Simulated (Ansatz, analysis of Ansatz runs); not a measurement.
## MgB2C2 (Pnnm): does an added hole stay on C?

Question: does an added hole stay on the C atom where it is started in MgB2C2 (Pnnm), and if so, how high is the barrier for a hop to another C site nearby? Model: a cell of 60 host atoms.

Main program and level: Ansatz 0.2.0; plane-wave PAW DFT, PBEsol+U; relaxation of all atoms of a supercell at fixed charge in a uniform background; PAW set soft_1.

### 1. Starting point

The cell holds 60 atoms: 12 Mg, 24 B and 24 C. Its edges and angles: a = 8.528 Å, b = 8.528 Å, c = 8.298 Å, α = 90.0°, β = 90.0°, γ = 65.6°. It derives from MgB2C2 (space group Pnnm). Nearest the centre at fractional (0.392, 0.858, 0.417): B29 at 0.80 Å, C34 at 1.36 Å, C39 at 1.36 Å, Mg22 at 1.93 Å, B27 at 2.06 Å, B49 at 2.11 Å, C59 at 2.38 Å, C14 at 2.38 Å.

Hubbard terms: C p 8.0 eV. They were chosen, not fitted, to curb self-interaction in the shells named, the trial site's among them. The two sites are C34 and C39. The cell's shortest repeat is 8.3 Å.

### 2. The cell without the carrier

The neutral cell is relaxed first, from small random displacements, so that bond lengths and moments with the carrier can be set beside those of a relaxed cell without it.

Input file neutral.relax/input.yaml:

```yaml
crystal:
  lattice:
    - [4.61713647, 7.17054466, 0.0]
    - [-4.61713647, 7.17054466, 0.0]
    - [0.0, 0.0, 8.29776874]
  atoms:
    - { symbol: Mg, position: [0.0, 0.5, 0.166667] }
    - { symbol: Mg, position: [0.5, 0.0, 0.166667] }
    - { symbol: Mg, position: [0.0, 0.0, 0.0] }
    - { symbol: Mg, position: [0.5, 0.5, 0.0] }
    - { symbol: B, position: [0.306868, 0.422731, 0.166667] }
    - { symbol: B, position: [0.806868, 0.922731, 0.166667] }
    - { symbol: B, position: [0.193132, 0.077269, 0.166667] }
    - { symbol: B, position: [0.693132, 0.577269, 0.166667] }
    - { symbol: B, position: [0.422731, 0.806868, 0.0] }
    - { symbol: B, position: [0.922731, 0.306868, 0.0] }
    - { symbol: B, position: [0.077269, 0.693132, 0.0] }
    - { symbol: B, position: [0.577269, 0.193132, 0.0] }
    - { symbol: C, position: [0.002565, 0.218251, 0.166667] }
    - { symbol: C, position: [0.502565, 0.718251, 0.166667] }
    - { symbol: C, position: [0.497435, 0.281749, 0.166667] }
    - { symbol: C, position: [0.997435, 0.781749, 0.166667] }
    - { symbol: C, position: [0.218251, 0.502565, 0.0] }
    - { symbol: C, position: [0.718251, 0.002565, 0.0] }
    - { symbol: C, position: [0.281749, 0.997435, 0.0] }
    - { symbol: C, position: [0.781749, 0.497435, 0.0] }
    - { symbol: Mg, position: [0.0, 0.5, 0.5] }
    - { symbol: Mg, position: [0.5, 0.0, 0.5] }
    - { symbol: Mg, position: [0.0, 0.0, 0.333333] }
    - { symbol: Mg, position: [0.5, 0.5, 0.333333] }
    - { symbol: B, position: [0.306868, 0.422731, 0.5] }
    - { symbol: B, position: [0.806868, 0.922731, 0.5] }
    - { symbol: B, position: [0.193132, 0.077269, 0.5] }
    - { symbol: B, position: [0.693132, 0.577269, 0.5] }
    - { symbol: B, position: [0.422731, 0.806868, 0.333333] }
    - { symbol: B, position: [0.922731, 0.306868, 0.333333] }
    - { symbol: B, position: [0.077269, 0.693132, 0.333333] }
    - { symbol: B, position: [0.577269, 0.193132, 0.333333] }
    - { symbol: C, position: [0.002565, 0.218251, 0.5] }
    - { symbol: C, position: [0.502565, 0.718251, 0.5] }
    - { symbol: C, position: [0.497435, 0.281749, 0.5] }
    - { symbol: C, position: [0.997435, 0.781749, 0.5] }
    - { symbol: C, position: [0.218251, 0.502565, 0.333333] }
    - { symbol: C, position: [0.718251, 0.002565, 0.333333] }
    - { symbol: C, position: [0.281749, 0.997435, 0.333333] }
    - { symbol: C, position: [0.781749, 0.497435, 0.333333] }
    - { symbol: Mg, position: [0.0, 0.5, 0.833333] }
    - { symbol: Mg, position: [0.5, 0.0, 0.833333] }
    - { symbol: Mg, position: [0.0, 0.0, 0.666667] }
    - { symbol: Mg, position: [0.5, 0.5, 0.666667] }
    - { symbol: B, position: [0.306868, 0.422731, 0.833333] }
    - { symbol: B, position: [0.806868, 0.922731, 0.833333] }
    - { symbol: B, position: [0.193132, 0.077269, 0.833333] }
    - { symbol: B, position: [0.693132, 0.577269, 0.833333] }
    - { symbol: B, position: [0.422731, 0.806868, 0.666667] }
    - { symbol: B, position: [0.922731, 0.306868, 0.666667] }
    - { symbol: B, position: [0.077269, 0.693132, 0.666667] }
    - { symbol: B, position: [0.577269, 0.193132, 0.666667] }
    - { symbol: C, position: [0.002565, 0.218251, 0.833333] }
    - { symbol: C, position: [0.502565, 0.718251, 0.833333] }
    - { symbol: C, position: [0.497435, 0.281749, 0.833333] }
    - { symbol: C, position: [0.997435, 0.781749, 0.833333] }
    - { symbol: C, position: [0.218251, 0.502565, 0.666667] }
    - { symbol: C, position: [0.718251, 0.002565, 0.666667] }
    - { symbol: C, position: [0.281749, 0.997435, 0.666667] }
    - { symbol: C, position: [0.781749, 0.497435, 0.666667] }
basis:
  ecutwfc: 420
  xc_grid: 2
hamiltonian:
  xc: pbesol
  hubbard:
    sites: [{ species: C, l: p, u_eff: 8.0 }]
    projectors: ortho-atomic
  pseudopotentials: { kind: paw, azcp: { folder: soft_1 }, xc_functional: pbe }
kpoints:
  mp_grid: { grid: [1, 1, 1] }
scf:
  occupations: { method: fermi_dirac, width: 0.01 }
  max_iter: 120
  lower_state_search: "off"
output:
  forces: true
relax:
  f_tol: 0.02
  max_steps: 70
  random_displacement: { amplitude: 0.04, seed: 6715 }
checkpoint:
  write: "../neutral.relax.run"
  compress: false
  write_wavefunctions: true
  write_every: 100000
```

Launch:

```
$ ansatz run input.yaml --threads 4 --pin off --max-ram 9420MiB --backend cpu --events-out ev --progress --plain --runs-dir out
```

Numbers of over 12 decimals in the logs are rounded to 6 here.

What it wrote:

```text
[... repeated set-up lines and file paths are left out, and long positions are rounded to six places ...]
Engine: ansatz 0.2.0, x86_64-unknown-linux-gnu
Pseudopotentials: kind: paw
Pseudopotential: Mg, paw, valence charge 10, recommended cutoff 420 eV (normal), soft_1/Mg.paw.azcp
Pseudopotential: B, paw, valence charge 3, recommended cutoff 420 eV (normal), soft_1/B.paw.azcp
Pseudopotential: C, paw, valence charge 4, recommended cutoff 420 eV (normal), soft_1/C.paw.azcp
Functional definition: PBEsol
  exchange = pbesol_x
  correlation = pbesol_c
Crystal: 60 atoms, lattice volume = 549.435 Å³
Basis set: ecut = 420 eV, 10723 PW (Γ), exchange–correlation on 120×120×120 points (8 copies of the dense FFT grid, shifted against one another)
Bands: 204, of which v1, the nominal top of the filled ones, is band 144 counted from 1 (143 counted from 0)
Symmetry: 1 space group operations
k-points: 1
Non-local potential: Mg, projectors of the file, l = 0: 3, l = 1: 2, l = 2: 1
Non-local potential: B, projectors of the file, l = 0: 2, l = 1: 2, l = 2: 1
Non-local potential: C, projectors of the file, l = 0: 2, l = 1: 2, l = 2: 1
PAW form: soft (Blöchl's): semilocal exchange-correlation on the pseudo side does not see the compensation charge
PAW frozen core: Mg, regenerated for the run's functional, and the local potential with it (the file was generated under x = pbe(κ = 0.804, μ = 0.219515), c = pbe(β = 0.066725))
PAW frozen core: B, regenerated for the run's functional, and the local potential with it (the file was generated under x = pbe(κ = 0.804, μ = 0.219515), c = pbe(β = 0.066725))
[...]
[... 7 atoms left out ...]
  atom  22  Mg    -0.00330586    -0.00360188    -0.00286297
  [... 4 atoms left out ...]
  atom  27  B      0.00582755     0.00019513     0.00059137
  atom  28  B      0.00350244    -0.00137180    -0.00131757
  atom  29  B      0.00284900    -0.00509672    -0.00372019
  [... 4 atoms left out ...]
  atom  34  C     -0.00182286     0.00047663     0.00448326
  [... 4 atoms left out ...]
  atom  39  C     -0.00070111     0.00394795    -0.00136448
  [... 9 atoms left out ...]
  atom  49  B      0.00360196    -0.00174768    -0.00056537
  [... 9 atoms left out ...]
  atom  59  C     -0.00149366    -0.00099981     0.00383479
  [... 1 atom left out ...]
  max |Σ_I F_I| component: 5.46e-5 eV/Å
--- Band table (eV) ---
  k-point 0: bands = ["-66.7949", "-66.7933", "-66.7926", "-66.7899", [... 196 left out ...] "16.7463", "16.8577", "16.8578", "16.8583"]
Occupation matrices written to <dir>
--- Relaxed structure (5 steps of the walk, 5 accepted, 0 SCFs on fresh bases) ---
  F+E_penalty+E_count = -32401.54401640 eV   max|allowed force component| = 8.172e-3 eV/Å
  atoms:
    - { symbol: Mg, position: [7.834599034575729e-5, 0.499461, 0.166756] }
    - { symbol: Mg, position: [0.500060, -0.000541, 0.166786] }
    [... 11 atoms left out ...]
    - { symbol: C, position: [0.501388, 0.713591, 0.166773] }
    [... 7 atoms left out ...]
    - { symbol: Mg, position: [0.500083, -0.000599, 0.500142] }
    [... 4 atoms left out ...]
    - { symbol: B, position: [0.195988, 0.075183, 0.500094] }
    - { symbol: B, position: [0.695997, 0.575164, 0.500103] }
    - { symbol: B, position: [0.424353, 0.803511, 0.333447] }
    [... 4 atoms left out ...]
    - { symbol: C, position: [0.501329, 0.713553, 0.500089] }
    [... 4 atoms left out ...]
    - { symbol: C, position: [0.285904, 0.998145, 0.333442] }
    [... 9 atoms left out ...]
    - { symbol: B, position: [0.424283, 0.803465, 0.666772] }
    [... 9 atoms left out ...]
    - { symbol: C, position: [0.285921, 0.998156, 0.666761] }
    [... 1 atom left out ...]
[key lines of the parts left out:]
SCF converged after 5 iterations
Free energy (F): -32401.544016 eV
Fermi energy:    8.466320 eV
```

The job ended after 11 s (4 threads of Intel Xeon at 2.60GHz (Ice Lake), shared host; peak memory 0.74 GiB).

The largest displacement from an ideal site is 0.042 Å.

### 3. The hole on the first site

The nearest neighbour or neighbours of the site start displaced and the site's starting moment is changed by the carrier's spin, since a carrier doesn't trap itself in the undistorted lattice.

Input file A.relax/input.yaml:

```yaml
crystal:
  lattice:
    - [4.61713647, 7.17054466, 0.0]
    - [-4.61713647, 7.17054466, 0.0]
    - [0.0, 0.0, 8.29776874]
  atoms:
    - { symbol: Mg, position: [7.8e-05, 0.499461, 0.166756] }
    - { symbol: Mg, position: [0.50006, -0.000541, 0.166786] }
    - { symbol: Mg, position: [2.4e-05, -0.000522, 0.000122] }
    - { symbol: Mg, position: [0.500006, 0.499421, 7.5e-05] }
    - { symbol: B, position: [0.304011, 0.423758, 0.166746] }
    - { symbol: B, position: [0.804068, 0.923851, 0.166772] }
    - { symbol: B, position: [0.196005, 0.075197, 0.166767] }
    - { symbol: B, position: [0.69605, 0.575208, 0.166776] }
    - { symbol: B, position: [0.424361, 0.803505, 0.000123] }
    - { symbol: B, position: [0.924312, 0.303504, 0.000109] }
    - { symbol: B, position: [0.07569, 0.695499, 0.0001] }
    - { symbol: B, position: [0.575657, 0.195409, 9.6e-05] }
    - { symbol: C, position: [0.001334, 0.213592, 0.166787] }
    - { symbol: C, position: [0.501388, 0.713591, 0.166773] }
    - { symbol: C, position: [0.498681, 0.285373, 0.166763] }
    - { symbol: C, position: [0.998792, 0.785458, 0.166764] }
    - { symbol: C, position: [0.214058, 0.500774, 0.000105] }
    - { symbol: C, position: [0.714129, 0.000792, 0.000106] }
    - { symbol: C, position: [0.285961, 0.998209, 0.000104] }
    - { symbol: C, position: [0.785931, 0.498208, 9.4e-05] }
    - { symbol: Mg, position: [4.0e-05, 0.499486, 0.500088] }
    - { symbol: Mg, position: [0.500083, -0.000599, 0.500142] }
    - { symbol: Mg, position: [-2.4e-05, -0.000521, 0.333482] }
    - { symbol: Mg, position: [0.499968, 0.499476, 0.333416] }
    - { symbol: B, position: [0.304018, 0.423721, 0.500102] }
    - { symbol: B, position: [0.804031, 0.923749, 0.500117] }
    - { symbol: B, position: [0.195988, 0.075183, 0.500094] }
    - { symbol: B, position: [0.714178, 0.561724, 0.500103] }
    - { symbol: B, position: [0.416758, 0.811943, 0.31766] }
    - { symbol: B, position: [0.924337, 0.303495, 0.333442] }
    - { symbol: B, position: [0.07573, 0.695476, 0.333439] }
    - { symbol: B, position: [0.575705, 0.195437, 0.333429] }
    - { symbol: C, position: [0.001306, 0.213542, 0.500105] }
    - { symbol: C, position: [0.501329, 0.713553, 0.500089], spin: 1.0 }
    - { symbol: C, position: [0.498682, 0.285361, 0.500119] }
    - { symbol: C, position: [0.998681, 0.785341, 0.500127] }
    - { symbol: C, position: [0.214096, 0.500777, 0.33344] }
    - { symbol: C, position: [0.714094, 0.000774, 0.333432] }
    - { symbol: C, position: [0.285904, 0.998145, 0.333442] }
    - { symbol: C, position: [0.785966, 0.498197, 0.333435] }
    - { symbol: Mg, position: [-3.8e-05, 0.499478, 0.833431] }
    - { symbol: Mg, position: [0.499983, -0.000533, 0.833436] }
    - { symbol: Mg, position: [0.000122, -0.000597, 0.666806] }
    - { symbol: Mg, position: [0.499929, 0.499471, 0.666744] }
    - { symbol: B, position: [0.303971, 0.423698, 0.833448] }
    - { symbol: B, position: [0.804, 0.923795, 0.833445] }
    - { symbol: B, position: [0.195998, 0.075209, 0.833446] }
    - { symbol: B, position: [0.695954, 0.575118, 0.83343] }
    - { symbol: B, position: [0.416688, 0.811897, 0.68256] }
    - { symbol: B, position: [0.924243, 0.303472, 0.666768] }
    - { symbol: B, position: [0.075671, 0.695419, 0.666781] }
    - { symbol: B, position: [0.575674, 0.195404, 0.66679] }
    - { symbol: C, position: [0.001294, 0.213549, 0.833443] }
    - { symbol: C, position: [0.501238, 0.713502, 0.833449] }
    - { symbol: C, position: [0.498637, 0.285321, 0.833436] }
    - { symbol: C, position: [0.998683, 0.785374, 0.833425] }
    - { symbol: C, position: [0.214051, 0.500721, 0.666774] }
    - { symbol: C, position: [0.714054, 0.00074, 0.666769] }
    - { symbol: C, position: [0.285921, 0.998156, 0.666761] }
    - { symbol: C, position: [0.785851, 0.498111, 0.666773] }
total_charge: 1
basis:
  ecutwfc: 420
  xc_grid: 2
hamiltonian:
  xc: pbesol
  hubbard:
    sites: [{ species: C, l: p, u_eff: 8.0 }]
    projectors: ortho-atomic
  pseudopotentials: { kind: paw, azcp: { folder: soft_1 }, xc_functional: pbe }
kpoints:
  mp_grid: { grid: [1, 1, 1] }
magnetization:
  spin_polarized: true
  initial_magnetization: 1
  spin_locking: { lock_magnetization: hard }
scf:
  occupations: { method: fermi_dirac, width: 0.01 }
  max_iter: 120
  lower_state_search: "off"
output:
  forces: true
relax:
  f_tol: 0.015
  max_steps: 70
  escape_saddle: false
checkpoint:
  write: "../A.relax.run"
  compress: false
  write_wavefunctions: true
  write_every: 100000
```

What it wrote:

```text
[...]
Crystal: 60 atoms, lattice volume = 549.435 Å³
Basis set: ecut = 420 eV, 10723 PW (Γ), exchange–correlation on 120×120×120 points (8 copies of the dense FFT grid, shifted against one another)
Bands: 204, of which v1, the nominal top of the filled ones, is band 144 counted from 1 (143 counted from 0)
[... 1 set-up line as in the run before ...]
[...]
k-points: 1
[...]
Starting moments: Σ|m| = 1 μB on 1 of 60 sites
[...]
SCF iter   1: F=—  HF=-32389.727896 eV  |F-HF|=—  |Δ(HF+E_count)|=         —  Δρ=4.94e-2 (↑4.89e-2 ↓4.94e-2)  dr2=5.99e1  dr2_m=6.74e-2  M=1.000 μB ∫|m|=1.421 μB  β_m=0.30  ethr=3.10e-3  ⟨swp⟩=6.5  Hψ=1875  notcnv=0  defer=23
[...]
spin=Collinear: Resta preconditioning applied to the charge; magnetization (m = ρ↑ − ρ↓) channel mixes plain (no charge-response kernel on spin).
SCF iter   2: F=—  HF=-32398.815860 eV  |F-HF|=—  |Δ(HF+E_count)|=    9.09e0  Δρ=3.61e-2 (↑3.58e-2 ↓3.61e-2)  dr2=3.38e1  dr2_m=4.68e-2  M=1.000 μB ∫|m|=1.450 μB  β_m=0.65  ethr=3.10e-3  ⟨swp⟩=2.0  Hψ=622  notcnv=0  defer=110
[...]
SCF iter  29: F=-32408.237145 eV  HF=-32408.237145 eV  |F-HF|=3.59e-9  |Δ(HF+E_count)|=   7.15e-7  Δρ=1.68e-6 (↑1.36e-6 ↓1.68e-6)  dr2=2.78e-8  dr2_m=9.01e-9  M=1.000 μB ∫|m|=1.758 μB  ethr=2.30e-10  ⟨swp⟩=2.0  Hψ=1037  notcnv=0
SCF 1 converged in 29 iterations: F = -32408.237145 eV  dr2 = 2.78e-8
[...]
relax step   1: F+E_penalty+E_count = -32408.23714542 eV  Δ(F+E_penalty+E_count) = +0.000e0 eV  max|allowed force component| = 3.597e0 eV/Å  Δτ_max = 0.0000 Å  (29 SCF iters, dr2 threshold 5.63e-6 eV, accepted)
[...]
relax step   2: F+E_penalty+E_count = -32409.03904974 eV  Δ(F+E_penalty+E_count) = -8.019e-1 eV  max|allowed force component| = 1.947e0 eV/Å  Δτ_max = 0.0856 Å  (8 SCF iters, dr2 threshold 1.00e-4 eV, accepted)
relax step   3: F+E_penalty+E_count = -32409.30591990 eV  Δ(F+E_penalty+E_count) = -2.669e-1 eV  max|allowed force component| = 4.796e-2 eV/Å  Δτ_max = 0.0720 Å  (7 SCF iters, dr2 threshold 1.00e-4 eV, accepted)
relax step   4: F+E_penalty+E_count = -32409.30592062 eV  Δ(F+E_penalty+E_count) = -7.280e-7 eV  max|allowed force component| = 4.786e-2 eV/Å  Δτ_max = 0.0000 Å  (5 SCF iters, accepted)
SCF iter   1: F=—  HF=-32409.308132 eV  |F-HF|=—  |Δ(HF+E_count)|=         —  Δρ=3.96e-4 (↑3.96e-4 ↓3.84e-4)  dr2=2.72e-3  dr2_m=1.07e-5  M=1.000 μB ∫|m|=1.772 μB  β_m=0.30  ethr=2.20e-5  ⟨swp⟩=5.5  Hψ=979  notcnv=0  defer=112
[...]
SCF iter   8: F=-32409.307427 eV  HF=-32409.307427 eV  |F-HF|=1.27e-10  |Δ(HF+E_count)|=   2.31e-9  Δρ=1.37e-7 (↑1.34e-7 ↓1.37e-7)  dr2=7.22e-11  dr2_m=7.82e-11  M=1.000 μB ∫|m|=1.770 μB  ethr=1.00e-12  ⟨swp⟩=1.0  Hψ=903  notcnv=0
SCF 5 converged in 8 iterations: F = -32409.307427 eV  dr2 = 7.22e-11
relax step   5: F+E_penalty+E_count = -32409.30742749 eV  Δ(F+E_penalty+E_count) = -1.507e-3 eV  max|allowed force component| = 5.651e-3 eV/Å  Δτ_max = 0.0108 Å  (8 SCF iters, accepted)
NSCF: frozen V_eff on 1 k-points
[...]
SCF converged after 8 iterations
Stability checked in part: among states of this total moment the steps that led to this state did not find it unstable. No probe was made; neither looks for a lower state of another moment (fixed_total_moment; see scf.lower_state_search)
Magnetization: 1.0000 μB (144.0000 up, 143.0000 down)
Absolute magnetization: 1.7741 μB (∫|ρ↑−ρ↓|, with the PAW one-centre terms)
[...]
Per-site moments (μB) at R_I (Å): [(-0.00245728, 0.948664), (-0.00245725, 0.948688), (-0.00245748, 0.948621), [... 57 left out ...]
Free energy (F): -32409.307427 eV
[...]
Internal energy: -32409.307427 eV  (E = F + TS)
E sigma→0 (E₀):  -32409.307427 eV
Fermi energy:    7.724842 (↑ 8.425214, ↓ 7.543337) eV
[...]
--- Forces (eV/Å), atoms counted from 1 ---
  atom   1  Mg     0.00001594    -0.00010048     0.00062891
  atom   2  Mg     0.00070224    -0.00081259    -0.00005297
  [... 4 atoms left out ...]
  atom   7  B      0.00022751     0.00109938    -0.00028353
  [... 6 atoms left out ...]
  atom  14  C     -0.00267164     0.00213823    -0.00003097
  [... 7 atoms left out ...]
  atom  22  Mg    -0.00299010     0.00082208    -0.00007864
  [... 4 atoms left out ...]
  atom  27  B      0.00359843     0.00178147    -0.00003047
  [... 1 atom left out ...]
  atom  29  B     -0.00070936     0.00027580     0.00017432
  [... 4 atoms left out ...]
  atom  34  C     -0.00179878     0.00565051     0.00015049
  [... 4 atoms left out ...]
  atom  39  C     -0.00398981    -0.00355925    -0.00165366
  [... 9 atoms left out ...]
  atom  49  B     -0.00054937     0.00033310    -0.00021427
  [... 9 atoms left out ...]
  atom  59  C     -0.00428211    -0.00353863     0.00163726
  [... 1 atom left out ...]
  max |Σ_I F_I| component: 7.58e-7 eV/Å
--- Band table (eV) ---
[...]
Occupation matrices written to <dir>
--- Relaxed structure (5 steps of the walk, 5 accepted, 0 SCFs on fresh bases) ---
  F+E_penalty+E_count = -32409.30742749 eV   max|allowed force component| = 5.651e-3 eV/Å
  atoms:
    - { symbol: Mg, position: [4.597664045760674e-5, 0.499533, 0.166758] }
    - { symbol: Mg, position: [0.500031, -0.000433, 0.166776] }
    [... 4 atoms left out ...]
    - { symbol: B, position: [0.197268, 0.074661, 0.166778] }
    [... 6 atoms left out ...]
    - { symbol: C, position: [0.501560, 0.714371, 0.166771] }
    [... 7 atoms left out ...]
    - { symbol: Mg, position: [0.500146, -0.000621, 0.500108] }
    [... 4 atoms left out ...]
    - { symbol: B, position: [0.197275, 0.074671, 0.500106] }
    [... 1 atom left out ...]
    - { symbol: B, position: [0.424908, 0.802291, 0.333435] }
    [... 4 atoms left out ...]
    - { symbol: C, position: [0.501554, 0.714338, 0.500106] }
    [... 4 atoms left out ...]
    - { symbol: C, position: [0.285221, 0.998000, 0.333446] }
    [... 9 atoms left out ...]
    - { symbol: B, position: [0.424906, 0.802290, 0.666778] }
    [... 9 atoms left out ...]
    - { symbol: C, position: [0.285220, 0.997998, 0.666767] }
    [... 1 atom left out ...]
```

The job ended after 32 s (4 threads; peak memory 1 GiB).

Relaxation path:

```csv
step,energy less that of the first step (eV),largest force component (eV/Å)
1,0.0000,3.5968
2,-0.8019,1.9465
3,-1.0688,0.0480
4,-1.0688,0.0479
5,-1.0703,0.0057
```

The atoms that moved most (Å):

| atom | dx | dy | dz | length |
| --- | --- | --- | --- | --- |
| B49 | 0.082 | -0.010 | -0.131 | 0.155 |
| B29 | 0.082 | -0.011 | 0.131 | 0.155 |
| B28 | -0.138 | -0.028 | 0.000 | 0.141 |
| B52 | -0.008 | 0.006 | 0.000 | 0.010 |
| B51 | -0.008 | 0.006 | 0.000 | 0.010 |
| B12 | -0.008 | 0.006 | 0.000 | 0.010 |
| B48 | 0.008 | 0.006 | 0.000 | 0.010 |
| B32 | -0.008 | 0.006 | 0.000 | 0.010 |

The moves above count from the input, in which the site's nearest neighbours were already displaced; the distances below compare with the cell without the carrier.

Distances from C34 without and with the hole:

```csv
atom,without (Å),with (Å)
B29,1.59,1.58
B49,1.59,1.58
B28,1.59,1.60
Mg24,2.29,2.30
Mg44,2.29,2.30
```

The largest changes of the moments are 0.03 μB on C19, 0.03 μB on C40 and 0.03 μB on C14. The carrier did not stay on the chosen site.

### 4. Results

* carrier trapped on the chosen site: no
* size of the moment change on that site: 0.03 μB

**Reading.** With PBEsol+U (8 eV) (C p 8.0 eV) the hole does not stay on the chosen C atom: it is spread over about 30 atoms in effect, so no hop between such sites was computed. The search for lower electronic states was switched off. Another U, a hybrid or another start may give another answer. What this leaves open: sampling at the zone centre alone can move energies of charged and open-shell states by tenths of an eV or more in cells of this size; the images are only 8.3 Å apart; gap and trapping depend on the U chosen (C p 8.0 eV).

[Logs are printed without paths, hosts, clocks, repeated set-up lines and the standing remarks that a program may print on its own settings, such as how far it seeks lower states.]

[Hosts, paths, dates, database ids (printed as entryN), source tags and the programs' standing remarks are cut or masked in the printed files.]
